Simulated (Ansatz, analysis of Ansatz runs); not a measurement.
# Interstitial H+ in rutile SnO2: local vibrational mode against experiment, part 2 of 2

How near does this set-up come to the measured local vibrational mode? Subject: interstitial H+ in rutile SnO2. Set-up: HSE06, 24-site cell, PBE lattice, 420 eV, k: the zone centre alone. The model is a cell of 24 host atoms with 1 H put in. The frequencies come from force constants among the defect atom and its neighbours, with the masses of the isotopes named. Exact exchange opens the gap, stiffens bonds and lessens the self-interaction error, at many times the cost.

Ansatz 0.2.0; HSE06, 24-site cell, PBE lattice, 420 eV, k: the zone centre alone.

So far: The structure; Relaxation, charge +1.

## 2. Relaxation, charge +1 (continued)

Level of this step: plane-wave PAW DFT, HSE06; relaxation of all atoms of a defect supercell (Ansatz).

The steps of the relaxation:

| step | energy less that of the first step (eV) | largest force component (eV/Å) |
| --- | --- | --- |
| 1 | 0.0000 | 3.6560 |
| 2 | -1.0988 | 0.9892 |
| 3 | -1.0941 | 2.1243 |
| 4 | -1.2658 | 0.1324 |
| 5 | -1.2711 | 0.1384 |
| 6 | -1.2751 | 0.0477 |
| 7 | -1.2754 | 0.0062 |
| 8 | -1.2754 | 0.0062 |

Relaxation step 3 was tried and not accepted.

The atoms that moved most (Å, from the sites as typed, ahead of the random displacement, the mean shift of all atoms taken out):

| atom | dx | dy | dz | length |
| --- | --- | --- | --- | --- |
| H25 | 0.303 | 0.050 | 0.000 | 0.307 |
| O8 | 0.236 | 0.167 | 0.000 | 0.289 |
| O11 | -0.164 | -0.116 | 0.000 | 0.201 |
| Sn4 | 0.062 | -0.150 | 0.000 | 0.162 |
| O12 | 0.027 | -0.119 | 0.000 | 0.122 |
| Sn14 | -0.034 | 0.046 | 0.060 | 0.083 |
| Sn2 | -0.034 | 0.046 | -0.060 | 0.083 |
| O22 | -0.007 | -0.078 | -0.009 | 0.079 |

Final coordinates:

```xyz
25
Lattice="4.8269 4.8269 0.0000 -4.8269 4.8269 0.0000 0.0000 0.0000 6.4766" Properties=species:S:1:pos:R:3 pbc="T T T"
Sn   -0.0388   -0.0249   -0.0092
Sn   -0.0315    4.8677   -0.0632
Sn   -2.4297    2.4687    1.6156
Sn    2.4777    2.2587    1.6156
O     1.4202    1.5020    0.0180
O     1.4494    6.3447   -0.0009
O    -3.8921    3.9450    1.6156
O     1.1722    4.0546    1.6156
O    -1.4296    3.3242    0.0095
O     3.3432    3.2638    0.0051
O    -1.0954    0.8123    1.6156
O    -0.9042    5.6369    1.6156
Sn   -0.0388   -0.0248    3.2405
Sn   -0.0316    4.8677    3.2945
Sn   -2.4108    2.4205    4.8539
Sn    2.3588    2.4111    4.8539
O     1.4201    1.5021    3.2133
O     1.4495    6.3447    3.2322
O    -3.8816    3.9144    4.8539
O     0.9176    3.9361    4.8539
O    -1.4297    3.3242    3.2217
O     3.3432    3.2637    3.2262
O    -0.9707    0.8951    4.8539
O    -1.0056    5.7480    4.8539
H     1.9503    4.6538    1.6157
```

Neighbours of H25 at the end:

| atom | distance (Å) |
| --- | --- |
| O8 | 0.982 |
| O11 | 2.036 |
| O18 | 2.392 |
| O6 | 2.392 |
| Sn4 | 2.452 |
| O22 | 2.543 |
| O10 | 2.543 |
| Sn14 | 2.606 |
| Sn2 | 2.606 |

This step gave:

```yaml
free_energy: -57325.7173 eV
```

The relaxation ends 51 meV an atom lower than the displaced start, with a largest force component of 0.0062 eV/Å.

## 3. Local vibrational modes

A local mode lives on the defect and the atoms next to it, so only the sites listed in the input are displaced, which costs far fewer SCF runs than the whole cell would.

This step: plane-wave PAW DFT, HSE06; finite-displacement force constants among the atoms nearest to a defect, the others at rest.

Input file modes/input.yaml:

```yaml
crystal:
  lattice:
    - [4.82691784, 4.82691784, 0.0]
    - [-4.82691784, 4.82691784, 0.0]
    - [0.0, 0.0, 6.47657049]
  atoms:
    - { symbol: Sn, position: [-0.006594215, 0.001445108, -0.001425296] }
    - { symbol: Sn, position: [0.500954649, 0.507488987, -0.009765589] }
    - { symbol: Sn, position: [0.004038964, 0.50739556, 0.249458874] }
    - { symbol: Sn, position: [0.490629614, -0.022688615, 0.249458043] }
[... 1 atom line left out ...]
    - { symbol: O, position: [0.807366474, 0.507083926, -0.00014525] }
[... 1 atom line left out ...]
    - { symbol: O, position: [0.541419551, 0.298581351, 0.24946009] }
[... 1 atom line left out ...]
    - { symbol: O, position: [0.684389457, -0.008230905, 0.000780852] }
    - { symbol: O, position: [-0.029331688, 0.197611229, 0.249458327] }
    - { symbol: O, position: [0.490234398, 0.67756093, 0.249459084] }
[... 1 atom line left out ...]
    - { symbol: Sn, position: [0.500951868, 0.507490168, 0.508684252] }
[... 3 atom lines left out ...]
    - { symbol: O, position: [0.807365822, 0.507071254, 0.499063473] }
[... 3 atom lines left out ...]
    - { symbol: O, position: [0.684390522, -0.008235099, 0.498136336] }
[... 2 atom lines left out ...]
    - { symbol: H, position: [0.684093837, 0.280037762, 0.249474644] }
total_charge: 1
basis:
  ecutwfc: 420
  xc_grid: 2
hamiltonian:
  xc: hse06
kpoints:
  mp_grid: { grid: [1, 1, 1] }
scf:
  occupations: { method: fermi_dirac, width: 0.01 }
  max_iter: 120
output: {}
checkpoint:
  read: "../relax.run"
phonons:
  supercell: [1, 1, 1]
  displaced_sites: [7, 24]
```

Command:

```console
$ ansatz run input.yaml --threads 2 --pin off --max-ram 3768MiB --backend cpu --events-out ev --progress --plain --runs-dir out
```

Numbers of over 12 decimals in the logs are rounded to 6 here.

Log:

```text
[...]
Warning: at least one further symmetry operation maps every atom of the structure, as the run holds it, onto an atom to within 3.03e-5 (fractional), and is not used: no operation is sought that the atoms, as the run holds them, miss by more than 2.00e-5, [...]
Warning: basis.xc_grid 2: finite-displacement phonons take 3 at the least, and a number is run as typed, so the frequencies can be off [figures from the program's tests cut]. [...]
[...]
Crystal: 25 atoms, lattice volume = 301.797 Å³
Basis set: ecut = 420 eV, 5945 PW (Γ), exchange–correlation on 96×96×90 points (8 copies of the dense FFT grid, shifted against one another)
Bands: 129, of which v1, the nominal top of the filled ones, is band 104 counted from 1 (103 counted from 0)
Symmetry: 1 space group operations
k-points: 1
[...]
max |Σ_I F_I| component: 1.44e-5 eV/Å
--- Band table (eV) ---
[...]
--- Phonons: 12 displaced members + reference (amplitude 0.0025 Å, Σ member SCF iterations 172) ---
  symmetry images taken by strict's conditions (phonons.symmetry_images: auto; settled by no image being taken that strict refuses)
  force constants formed among 2 of 25 sites (O 7, H 24); the other 23 at rest. The modes move the named sites alone.
  the frequencies, the zero-point energy and the sums are of the block with the acoustic sum rule laid on its rows. Row sums over every site: 6.6e-4 eV/Å² at the most
  transpose residual: 3.5e-4 eV/Å²
  largest component of a force at the reference: 6.2e-3 eV/Å on a named site, 3.9e-3 eV/Å on a site at rest
  frequencies among the named sites at Γ of the cell (cm⁻¹): 335.80 339.71 453.05 895.17 1181.33 3447.22
  unstable modes among the named sites: 0
  frequencies as built, with no sum rule (cm⁻¹): 335.81 339.69 453.04 895.16 1181.31 3447.22
  zero-point energy: 0.412388 eV/cell   skipped modes (ω ≤ 0): 0
  not written: the harmonic force-constant file, the file of eigenvectors (these modes' are written with the force constants), the density of states and the dispersion, which are of every site
[key lines of the parts left out:]
Free energy (F): -57325.717347 eV
Fermi energy:    8.756263 eV
```

Run time: 2.6 min. Hardware: 2 threads of AMD EPYC 9R14 (Zen 4), shared host; peak memory 0.77 GiB; 5 min of CPU time.

In the SCF lines HF is the Harris–Foulkes energy and dr2 the Hartree energy of the density residual, in eV; the loop may stop once dr2 is under the threshold and the program's other checks hold. Hψ counts applications of the Hamiltonian.

Numbers from this step:

```yaml
free_energy: -57325.7173 eV
```

The modes with the largest weight on the probed atoms (the light atom of a pair), for the masses of each isotope. Modes of the displaced atoms (local only where they lie over the host's phonons):

| isotopes | mode (cm⁻¹) | share of the defect atoms |
| --- | --- | --- |
| H | 3448 | 0.94 |
| H | 1181 | 0.972 |
| H | 895.2 | 0.916 |
| D | 2511 | 0.885 |
| D | 849.4 | 0.925 |
| D | 663.3 | 0.798 |

## 4. Summary of results

```
distance from the defect atom to its nearest neighbour : 0.982 Å
O-H stretch, 1H                                        : 3447 cm⁻¹
O-D stretch, 2H                                        : 2511 cm⁻¹
time of the whole chain                                : 4.4 min on 2 threads
```

O-H stretch, 1H: computed 3447 cm⁻¹, measured 3156.1 cm⁻¹; 291 cm⁻¹ (9 %) above the measurement. O-D stretch, 2H: computed 2511 cm⁻¹, measured 2360.4 cm⁻¹; 151 cm⁻¹ (6 %) above the measurement. The computed value is harmonic, while the measured line is the anharmonic fundamental, which for X–H stretches usually lies a few per cent lower. Only the named neighbours move, so modes near the host's band are approximate. Limits: the zone centre alone is a coarse sampling for this cell; the periodic copies of the defect are only 6.5 Å apart.

[Logs are printed without paths, hosts, clocks, repeated set-up lines and the standing remarks that a program may print on its own settings, such as how far it seeks lower states.]

[Hosts, paths, dates, database ids (printed as entryN), source tags and the programs' standing remarks are cut or masked in the printed files.]

[For some hosts the program warned that the k-mesh of the response run may be too coarse for force constants and the static dielectric constant; such warnings are not shown here.]
